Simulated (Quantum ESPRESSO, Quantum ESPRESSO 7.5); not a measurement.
## Tuning the work function of Mo(110)

Aim: how a monolayer of each of several elements shifts the work function of Mo(110).

Calculated with Quantum ESPRESSO 7.5; plane-wave DFT, LDA, GBRV ultrasoft pseudopotentials (geometry by pw.x at PBE, GBRV ultrasoft).

Experimental background.

“Anisotropic work function of elemental crystals” (2019, arxiv:1902.07811) quotes from earlier work for Mo (clean (110) face): work function (clean (110) face) 4.95 eV.

This is a report of a sequence of runs, with most program output left out.

## (1) Starting point

The cell holds 5 atoms: 5 Mo. Cell: a = 2.728 Å, b = 2.728 Å, c = 24.910 Å, α = 90.0°, β = 90.0°, γ = 70.5°. It derives from Mo. Vacuum lies along c.

Coordinates:

```cif
data_structure
_symmetry_space_group_name_H-M 'P 1'
_symmetry_Int_Tables_number 1
_cell_length_a 2.7280
_cell_length_b 2.7280
_cell_length_c 24.9095
_cell_angle_alpha 90.000
_cell_angle_beta 90.000
_cell_angle_gamma 70.529
_cell_volume 174.77
loop_
_atom_site_label
_atom_site_type_symbol
_atom_site_fract_x
_atom_site_fract_y
_atom_site_fract_z
_atom_site_occupancy
Mo1 Mo 0.00000 0.00000 0.32116 1
Mo2 Mo 0.50000 0.50000 0.41058 1
Mo3 Mo 0.00000 0.00000 0.50000 1
Mo4 Mo 0.50000 0.50000 0.58942 1
Mo5 Mo 0.00000 0.00000 0.67884 1
```

This is the clean slab. Each overlayer is one atom a surface cell, set on the top site and held there by symmetry.

## (2) Relaxation with pw.x, clean face, with nosym = False

A first try, with the settings that serve most slabs.

Contents of clean.relax.try.in:

```
&control
  prefix = 'clean.relax'
  outdir = './out'
  pseudo_dir = './pseudo'
  nstep = 40
  forc_conv_thr = 0.001
  calculation = 'relax'
/
&system
  ibrav = 0
  nat = 5
  ntyp = 1
  ecutwfc = 40
  ecutrho = 200
  occupations = 'smearing'
  smearing = 'mv'
  degauss = 0.02
/
&electrons
  conv_thr = 1e-07
  mixing_beta = 0.4
  electron_maxstep = 120
  mixing_mode = 'local-TF'
/
&ions
/
ATOMIC_SPECIES
  Mo  95.9500  mo_pbe_v1.uspp.F.UPF
CELL_PARAMETERS angstrom
  2.22738636073762 -1.57500000000000 0.00000000000000
  2.22738636073762 1.57500000000000 0.00000000000000
  0.00000000000000 0.00000000000000 24.90954544295050
ATOMIC_POSITIONS crystal
  Mo  0.000000000000 0.000000000000 0.321162022740 0 0 0
  Mo  0.500000000000 0.500000000000 0.410581011370 0 0 0
  Mo  0.000000000000 0.000000000000 0.500000000000 0 0 0
  Mo  0.500000000000 0.500000000000 0.589418988630
  Mo  0.000000000000 0.000000000000 0.678837977260
K_POINTS automatic
  10 10 1 0 0 0
```

Started as:

```sh
> OMP_NUM_THREADS=1 mpirun -n 4 pw.x -nk 4 -in clean.relax.try.in > clean.relax.try.out
```

Elapsed: 62 s, on 4 MPI ranks of Arm Neoverse V1, shared host; peak memory 0.47 GiB.

This try failed: “checkallsym (1): some of the original symmetry operations not satisfied”.

The message: “checkallsym (1): some of the original symmetry operations not satisfied”. The slab starts symmetric, and holding atoms on one side alone breaks that symmetry at the first step; without symmetry the check falls away, at the price of more k points.

## (3) Relaxing the ions, clean face

The run is repeated without symmetry.

The upper layers and the overlayer are relaxed in a plain periodic cell; the small field of the images is left in for this step. Atoms flagged 0 0 0 are held.

clean.relax.in, as its differences from the input of step 2:

```diff
@@ -17,2 +17,3 @@
   degauss = 0.02
+  nosym = .true.
 /
```

Started as:

```sh
> OMP_NUM_THREADS=1 mpirun -n 4 pw.x -nk 4 -in clean.relax.in > clean.relax.out
```

Wall time 8.5 min (4 MPI ranks); peak memory 0.62 GiB.

Step by step:

```csv
step,energy less that of the first step (eV),largest force (eV/Å)
1,0.0000,0.6567
2,-0.0125,0.4472
3,-0.0217,0.2405
4,-0.0250,0.0695
5,-0.0251,0.0556
6,-0.0253,0.0522
7,-0.0255,0.0473
8,-0.0257,0.0381
9,-0.0260,0.0232
```

The atoms that moved most (Å):

```csv
atom,dx,dy,dz,length
Mo5,0.000,0.000,-0.055,0.055
Mo4,0.000,0.000,0.031,0.031
```

The relaxation lowers the energy by 5 meV an atom. On the free atoms the largest force ends at 0.023 eV/Å.

This step gave:

* free energy: -9476.5085 eV
* Fermi energy: 7.106 eV

## (4) Self-consistent run, clean face

The effective screening medium with bc1 puts vacuum on both sides and removes the images along the normal. The slab must sit about z = 0, symmetry is kept, and the .esm1 file holds the planar potential.

Level of this step: plane-wave DFT, LDA, GBRV ultrasoft pseudopotentials (Quantum ESPRESSO 7.5).

Contents of clean.esm.in:

```
&control
  prefix = 'clean.esm'
  outdir = './out'
  pseudo_dir = './pseudo'
  calculation = 'scf'
  tprnfor = .true.
/
&system
  ibrav = 0
  nat = 5
  ntyp = 1
  ecutwfc = 40
  ecutrho = 200
  occupations = 'smearing'
  smearing = 'mv'
  degauss = 0.02
  assume_isolated = 'esm'
  esm_bc = 'bc1'
/
&electrons
  conv_thr = 1e-07
  mixing_beta = 0.4
  electron_maxstep = 120
  mixing_mode = 'local-TF'
/
ATOMIC_SPECIES
  Mo  95.9500  mo_lda_v1.uspp.F.UPF
CELL_PARAMETERS angstrom
  2.22738636073762 -1.57500000000000 0.00000000000000
  2.22738636073762 1.57500000000000 0.00000000000000
  0.00000000000000 0.00000000000000 24.90954544295050
ATOMIC_POSITIONS crystal
  Mo  0.000000000000 0.000000000000 -0.177743386250
  Mo  0.500000000000 0.500000000000 -0.088324397550
  Mo  0.000000000000 0.000000000000 0.001094591050
  Mo  0.499999922700 0.500000012800 0.091773204250
  Mo  -0.000000112700 0.000000028800 0.177743386250
K_POINTS automatic
  10 10 1 0 0 0
```

Started as:

```sh
> OMP_NUM_THREADS=1 mpirun -n 4 pw.x -nk 4 -in clean.esm.in > clean.esm.out
```

Run time: 2.3 min. Hardware: 4 MPI ranks; peak memory 0.62 GiB.

This step gave:

| Property | Result |
| --- | --- |
| free energy | -9486.8414 eV |
| Fermi energy | -4.908 eV |
| vacuum line at the lower end of the cell, over the Fermi level | 4.973 eV |
| vacuum line at the upper end of the cell, over the Fermi level | 4.843 eV |

Electrostatic potential energy of an electron; zero at the Fermi level. The potential energy, planar mean by z:

z (Å), potential energy, planar mean (eV) and a bar from the least value:
```
    -12.0        5.0 ##############################
    -11.5        5.0 ##############################
    -11.0        5.0 ##############################
    -10.5        5.0 ##############################
    -10.0        5.0 ##############################
     -9.5        5.0 ##############################
     -9.0        5.0 ##############################
     -8.5        5.0 ##############################
     -8.0        5.0 ##############################
     -7.5        4.9 ##############################
     -7.0        4.8 ##############################
     -6.5        4.5 ##############################
     -6.0        3.4 #############################
     -5.5        0.0 ##########################
     -5.0      -13.0 ################
     -4.5      -33.4 #
     -4.0      -19.8 ###########
     -3.5       -3.0 ########################
     -3.0       -5.2 ######################
     -2.5      -26.5 ######
     -2.0      -30.4 ###
     -1.5       -8.1 ####################
     -1.0       -2.3 ########################
     -0.5      -15.4 ##############
      0.0      -34.2 
      0.5      -18.0 ############
      1.0       -2.5 ########################
      1.5       -5.5 ######################
      2.0      -27.0 ######
      2.5      -30.0 ###
      3.0       -7.9 ####################
      3.5       -3.5 ########################
      4.0      -19.9 ###########
      4.5      -33.5 #
      5.0      -13.0 ################
      5.5       -0.1 ##########################
      6.0        3.3 #############################
      6.5        4.4 ##############################
      7.0        4.7 ##############################
      7.5        4.8 ##############################
      8.0        4.8 ##############################
      8.5        4.8 ##############################
      9.0        4.8 ##############################
      9.5        4.8 ##############################
     10.0        4.8 ##############################
     10.5        4.8 ##############################
     11.0        4.8 ##############################
     11.5        4.8 ##############################
     12.0        4.8 ##############################
```

The vacuum levels are read from the outermost 0.7 Å of the cell on either side.

The run needed 34 iterations to bring the estimated error under 1e-07 Ry; the largest force on any atom, held or free, is 1.08 eV/Å.

Inside the slab this potential holds the local part of the pseudopotentials, which can be repulsive at the nuclei; only its value in the vacuum has a meaning of its own.

## (5) Projected density of states, clean face

Projections on atomic orbitals tell which layers and orbitals hold the states near the zero of energy.

Contents of clean.pdos.in:

```
&projwfc
  prefix = 'clean.esm'
  outdir = './out'
  filpdos = 'clean.pdos'
  Emin = -12.908
  Emax = -0.908
  DeltaE = 0.1
  ngauss = 0
  degauss = 0.01
/
```

Started as:

```sh
> OMP_NUM_THREADS=1 mpirun -n 4 projwfc.x -in clean.pdos.in > clean.pdos.out
```

It took 1.7 s on 4 MPI ranks; peak memory 0.09 GiB; 6.8 s of CPU time.

Numbers from this step:

- spilling of the projection: 0.001

Projected DOS an atom over height of the atomic layer and energy from the Fermi level. Columns are the atomic layers from the bottom up.

Ten even steps from '0' (0.00 states/eV) to '9' (1.88 states/eV), each cell a mean:
```
67766
74446
74437
62226
62226
73437
97869
55655
76666
89898
47885
56565
58686
26663
15652
01110
00000
00000
00000
00000
00000
00000
```
Columns: height of the atomic layer (Å) from -4.43 to 4.43; rows upwards: energy from the Fermi level (eV) from -8.00 to 1.10.

The atomic orbitals miss 0.1 % of the occupied states; for empty states the projections can miss much more.

## (6) Relaxing the ions, Si overlayer

Level of this step: plane-wave DFT, PBE, GBRV ultrasoft pseudopotentials (Quantum ESPRESSO 7.5).

System of this step: Mo(110), 5 layers, one monolayer of Si on top sites. The cell holds 6 atoms: 5 Mo and 1 Si. Its edges and angles: a = 2.728 Å, b = 2.728 Å, c = 27.910 Å, α = 90.0°, β = 90.0°, γ = 70.5°. It derives from Mo. Vacuum lies along c.

Contents of Si.relax.in:

```
&control
  prefix = 'Si.relax'
  outdir = './out'
  pseudo_dir = './pseudo'
  nstep = 40
  forc_conv_thr = 0.001
  calculation = 'relax'
/
&system
  ibrav = 0
  nat = 6
  ntyp = 2
  ecutwfc = 40
  ecutrho = 200
  occupations = 'smearing'
  smearing = 'mv'
  degauss = 0.02
/
&electrons
  conv_thr = 1e-07
  mixing_beta = 0.4
  electron_maxstep = 120
  mixing_mode = 'local-TF'
/
&ions
/
ATOMIC_SPECIES
  Mo  95.9500  mo_pbe_v1.uspp.F.UPF
  Si  28.0850  si_pbe_v1.uspp.F.UPF
CELL_PARAMETERS angstrom
  2.22738636073762 -1.57500000000000 0.00000000000000
  2.22738636073762 1.57500000000000 0.00000000000000
  0.00000000000000 0.00000000000000 27.90954544295050
ATOMIC_POSITIONS crystal
  Mo  0.000000000000 0.000000000000 0.297389293458 0 0 0
  Mo  0.500000000000 0.500000000000 0.377196625515 0 0 0
  Mo  0.000000000000 0.000000000000 0.457003957572 0 0 0
  Mo  0.500000000000 0.500000000000 0.536811289630
  Mo  0.000000000000 0.000000000000 0.616618621687
  Si  0.000000000000 0.000000000000 0.711568215382
K_POINTS automatic
  10 10 1 0 0 0
```

Started as:

```sh
> OMP_NUM_THREADS=1 mpirun -n 4 pw.x -nk 4 -in Si.relax.in > Si.relax.out
```

Wall time 11 min (4 MPI ranks); peak memory 0.64 GiB.

Step by step:

```csv
step,energy less that of the first step (eV),largest force (eV/Å)
1,0.0000,0.6014
2,-0.0134,0.5094
3,-0.0249,0.4082
4,-0.0357,0.2364
5,-0.0394,0.1353
6,-0.0398,0.0929
7,-0.0403,0.0553
8,-0.0406,0.0555
9,-0.0408,0.0675
10,-0.0409,0.0717
11,-0.0412,0.0697
12,-0.0416,0.0574
13,-0.0419,0.0255
```

The atoms that moved most (Å):

```csv
atom,dx,dy,dz,length
Si6,0.000,0.000,-0.103,0.103
Mo5,0.000,0.000,0.024,0.024
Mo4,0.000,0.000,0.012,0.012
```

The relaxed structure:

```cif
data_structure
_symmetry_space_group_name_H-M 'P 1'
_symmetry_Int_Tables_number 1
_cell_length_a 2.7280
_cell_length_b 2.7280
_cell_length_c 27.9095
_cell_angle_alpha 90.000
_cell_angle_beta 90.000
_cell_angle_gamma 70.529
_cell_volume 195.82
loop_
_atom_site_label
_atom_site_type_symbol
_atom_site_fract_x
_atom_site_fract_y
_atom_site_fract_z
_atom_site_occupancy
Mo1 Mo 0.00000 0.00000 0.29739 1
Mo2 Mo 0.50000 0.50000 0.37720 1
Mo3 Mo 0.00000 0.00000 0.45700 1
Mo4 Mo 0.50000 0.50000 0.53724 1
Mo5 Mo 0.00000 0.00000 0.61748 1
Si6 Si 0.00000 0.00000 0.70788 1
```

The relaxation lowers the energy by 7 meV an atom. On the free atoms the largest force ends at 0.025 eV/Å.

Numbers from this step:

```
free energy  : -9607.0271 eV
Fermi energy : 6.908 eV
```

## (7) SCF with pw.x, Si overlayer

Level of this step: plane-wave DFT, LDA, GBRV ultrasoft pseudopotentials (Quantum ESPRESSO 7.5).

Contents of Si.esm.in:

```
&control
  prefix = 'Si.esm'
  outdir = './out'
  pseudo_dir = './pseudo'
  calculation = 'scf'
  tprnfor = .true.
/
&system
  ibrav = 0
  nat = 6
  ntyp = 2
  ecutwfc = 40
  ecutrho = 200
  occupations = 'smearing'
  smearing = 'mv'
  degauss = 0.02
  assume_isolated = 'esm'
  esm_bc = 'bc1'
/
&electrons
  conv_thr = 1e-07
  mixing_beta = 0.4
  electron_maxstep = 120
  mixing_mode = 'local-TF'
/
ATOMIC_SPECIES
  Mo  95.9500  mo_lda_v1.uspp.F.UPF
  Si  28.0850  si_lda_v1.uspp.F.UPF
CELL_PARAMETERS angstrom
  2.22738636073762 -1.57500000000000 0.00000000000000
  2.22738636073762 1.57500000000000 0.00000000000000
  0.00000000000000 0.00000000000000 27.90954544295050
ATOMIC_POSITIONS crystal
  Mo  0.000000000000 0.000000000000 -0.205243773950
  Mo  0.500000000000 0.500000000000 -0.125436441950
  Mo  0.000000000000 0.000000000000 -0.045629109850
  Mo  0.500000000000 0.500000000000 0.034605596850
  Mo  0.000000000000 0.000000000000 0.114847696750
  Si  0.000000000000 0.000000000000 0.205243773950
K_POINTS automatic
  10 10 1 0 0 0
```

Started as:

```sh
> OMP_NUM_THREADS=1 mpirun -n 4 pw.x -nk 4 -in Si.esm.in > Si.esm.out
```

The job ended after 3.4 min (4 MPI ranks; peak memory 0.65 GiB).

Read from the output:

- free energy: -9617.8966 eV
- Fermi energy: -4.912 eV
- vacuum line at the lower end of the cell, over the Fermi level: 4.992 eV
- vacuum line at the upper end of the cell, over the Fermi level: 4.832 eV

The potential energy, planar mean oscillates, so the rows of the table below give means over windows of 2.27 Å about each position, cut where the curve ends. Its maxima inside the range that stand out by 2 % of the span (Å: eV): -4.7: -1.88, -2.4: -2.11, -0.1: -1.91, 2.1: -1.75, 4.5: 1.39. Its minima: -5.7: -33.8, -3.5: -34.3, -1.3: -34.3, 0.9: -34.2, 3.3: -33.8, 5.7: -16.1.

Electrostatic potential energy of an electron; zero at the Fermi level. Table of potential energy, planar mean by z; means over each step:

z (Å), potential energy, planar mean (eV) and a bar from the least value:
```
   -12.81        5.0 ##############################
   -10.54        5.0 ##############################
    -8.28        4.6 #############################
    -6.01      -14.7 #
    -3.74      -15.8 
    -1.47      -15.8 
     0.80      -15.7 
     3.07      -15.4 #
     5.34       -6.8 #############
     7.61        3.6 ############################
     9.88        4.8 ##############################
    12.15        4.8 ##############################
```

The covered face stands at 4.83 eV against 4.84 eV when clean.

Inside the slab this potential holds the local part of the pseudopotentials, which can be repulsive at the nuclei; only its value in the vacuum has a meaning of its own.

## (8) Projections on atomic orbitals, Si overlayer

Contents of Si.pdos.in:

```
&projwfc
  prefix = 'Si.esm'
  outdir = './out'
  filpdos = 'Si.pdos'
  Emin = -12.912
  Emax = -0.912
  DeltaE = 0.1
  ngauss = 0
  degauss = 0.01
/
```

Started as:

```sh
> OMP_NUM_THREADS=1 mpirun -n 4 projwfc.x -in Si.pdos.in > Si.pdos.out
```

Run time: 2 s. Hardware: 4 MPI ranks; peak memory 0.21 GiB; 8.1 s of CPU time.

This step gave:

| Item | Value |
| --- | --- |
| spilling of the projection | 0.0016 |

Projected DOS an atom over height of the atomic layer and energy from the Fermi level. Columns are the atomic layers from the bottom up.

Ten even steps from '_' (0.00 states/eV) to '@' (1.84 states/eV), each cell a mean:
```
##########--
##======++::
%%----==++--
**......==..
**::--==++--
%%==++++**--
@@##%%####::
**++**++##--
####****%%::
%%@@%%@@@@--
==####**++::
**##++##**..
++%%**%%**..
::******--..
..++**==::..
__......____
__________::
__________::
____________
__________..
__________::
__________..
```
Columns: height of the atomic layer (Å) from -5.73 to 5.73 (not evenly spaced); rows upwards: energy from the Fermi level (eV) from -8.00 to 1.000.

The atomic orbitals miss 0.2 % of the occupied states; for empty states the projections can miss much more.

## (9) Relaxation with pw.x, Ge overlayer

Level of this step: plane-wave DFT, PBE, GBRV ultrasoft pseudopotentials (Quantum ESPRESSO 7.5).

System of this step: Mo(110), 5 layers, one monolayer of Ge on top sites. The cell holds 6 atoms: 5 Mo and 1 Ge. Cell: a = 2.728 Å, b = 2.728 Å, c = 27.910 Å, α = 90.0°, β = 90.0°, γ = 70.5°. It derives from Mo. Vacuum lies along c.

Contents of Ge.relax.in:

```
&control
  prefix = 'Ge.relax'
  outdir = './out'
  pseudo_dir = './pseudo'
  nstep = 40
  forc_conv_thr = 0.001
  calculation = 'relax'
/
&system
  ibrav = 0
  nat = 6
  ntyp = 2
  ecutwfc = 40
  ecutrho = 200
  occupations = 'smearing'
  smearing = 'mv'
  degauss = 0.02
/
&electrons
  conv_thr = 1e-07
  mixing_beta = 0.4
  electron_maxstep = 120
  mixing_mode = 'local-TF'
/
&ions
/
ATOMIC_SPECIES
  Mo  95.9500  mo_pbe_v1.uspp.F.UPF
  Ge  72.6300  ge_pbe_v1.4.uspp.F.UPF
CELL_PARAMETERS angstrom
  2.22738636073762 -1.57500000000000 0.00000000000000
  2.22738636073762 1.57500000000000 0.00000000000000
  0.00000000000000 0.00000000000000 27.90954544295050
ATOMIC_POSITIONS crystal
  Mo  0.000000000000 0.000000000000 0.297389293458 0 0 0
  Mo  0.500000000000 0.500000000000 0.377196625515 0 0 0
  Mo  0.000000000000 0.000000000000 0.457003957572 0 0 0
  Mo  0.500000000000 0.500000000000 0.536811289630
  Mo  0.000000000000 0.000000000000 0.616618621687
  Ge  0.000000000000 0.000000000000 0.714792918564
K_POINTS automatic
  10 10 1 0 0 0
```

Started as:

```sh
> OMP_NUM_THREADS=1 mpirun -n 4 pw.x -nk 4 -in Ge.relax.in > Ge.relax.out
```

The job ended after 13 min (4 MPI ranks; peak memory 0.68 GiB; 50 min of CPU time).

Step by step:

```csv
step,energy less that of the first step (eV),largest force (eV/Å)
1,0.0000,0.4771
2,-0.0080,0.4185
3,-0.0152,0.3527
4,-0.0230,0.2485
5,-0.0282,0.0741
6,-0.0285,0.0895
7,-0.0289,0.0782
8,-0.0292,0.0651
9,-0.0295,0.0897
10,-0.0299,0.0940
11,-0.0304,0.0737
12,-0.0307,0.0351
13,-0.0308,0.0127
```

The atoms that moved most (Å):

```csv
atom,dx,dy,dz,length
Ge6,0.000,0.000,-0.106,0.106
Mo5,0.000,0.000,0.011,0.011
Mo4,0.000,0.000,0.010,0.010
```

The relaxation lowers the energy by 5 meV an atom. On the free atoms the largest force ends at 0.013 eV/Å.

This step gave:

* free energy: -12383.6182 eV
* Fermi energy: 7.320 eV

## (10) Ground state, Ge overlayer

Level of this step: plane-wave DFT, LDA, GBRV ultrasoft pseudopotentials (Quantum ESPRESSO 7.5).

Contents of Ge.esm.in:

```
&control
  prefix = 'Ge.esm'
  outdir = './out'
  pseudo_dir = './pseudo'
  calculation = 'scf'
  tprnfor = .true.
/
&system
  ibrav = 0
  nat = 6
  ntyp = 2
  ecutwfc = 40
  ecutrho = 200
  occupations = 'smearing'
  smearing = 'mv'
  degauss = 0.02
  assume_isolated = 'esm'
  esm_bc = 'bc1'
/
&electrons
  conv_thr = 1e-07
  mixing_beta = 0.4
  electron_maxstep = 120
  mixing_mode = 'local-TF'
/
ATOMIC_SPECIES
  Mo  95.9500  mo_lda_v1.uspp.F.UPF
  Ge  72.6300  ge_lda_v1.4.uspp.F.UPF
CELL_PARAMETERS angstrom
  2.22738636073762 -1.57500000000000 0.00000000000000
  2.22738636073762 1.57500000000000 0.00000000000000
  0.00000000000000 0.00000000000000 27.90954544295050
ATOMIC_POSITIONS crystal
  Mo  0.000000000000 0.000000000000 -0.206807477050
  Mo  0.500000000000 0.500000000000 -0.127000145050
  Mo  0.000000000000 0.000000000000 -0.047192812950
  Mo  0.500000000000 0.500000000000 0.032985782450
  Mo  0.000000000000 0.000000000000 0.112810386250
  Ge  0.000000000000 0.000000000000 0.206807477050
K_POINTS automatic
  10 10 1 0 0 0
```

Started as:

```sh
> OMP_NUM_THREADS=1 mpirun -n 4 pw.x -nk 4 -in Ge.esm.in > Ge.esm.out
```

Run time: 3.8 min. Hardware: 4 MPI ranks; peak memory 0.67 GiB.

Read from the output:

* free energy: -12386.3376 eV
* Fermi energy: -4.838 eV
* vacuum line at the lower end of the cell, over the Fermi level: 4.989 eV
* vacuum line at the upper end of the cell, over the Fermi level: 4.686 eV

The potential energy, planar mean oscillates, so the rows of the table below give means over windows of 2.27 Å about each position, cut where the curve ends. Its maxima inside the range that stand out by 2 % of the span (Å: eV): -4.7: -1.86, -2.4: -2.03, -0.2: -1.92, 2.1: -1.92, 4.5: 1.60. Its minima: -5.8: -33.7, -3.5: -34.1, -1.3: -34.2, 0.9: -34.3, 3.1: -34.0, 5.8: -13.7.

Electrostatic potential energy of an electron; zero at the Fermi level. The potential energy, planar mean by z; means over each step:

z (Å), potential energy, planar mean (eV) and a bar from the least value:
```
   -12.81        5.0 ##############################
   -10.54        5.0 ##############################
    -8.28        4.5 #############################
    -6.01      -14.9 #
    -3.74      -15.8 
    -1.47      -15.8 
     0.80      -15.7 
     3.07      -15.4 #
     5.34       -6.4 ##############
     7.61        3.2 ###########################
     9.88        4.7 ##############################
    12.15        4.7 ##############################
```

The covered face stands at 4.69 eV against 4.84 eV when clean.

Inside the slab this potential holds the local part of the pseudopotentials, which can be repulsive at the nuclei; only its value in the vacuum has a meaning of its own.

(Continued in part 2 of 2.)

[Logs are printed without paths, hosts, clocks, repeated set-up lines and the standing remarks that a program may print on its own settings, such as how far it seeks lower states.]

[Hosts, paths, dates, database ids (printed as entryN), source tags and the programs' standing remarks are cut or masked in the printed files.]

[Maps of the electrostatic potential energy from Ansatz leave out the sawtooth potential of an applied field or a dipole correction, so their vacuum need not be flat; planar profiles and work functions include it.]
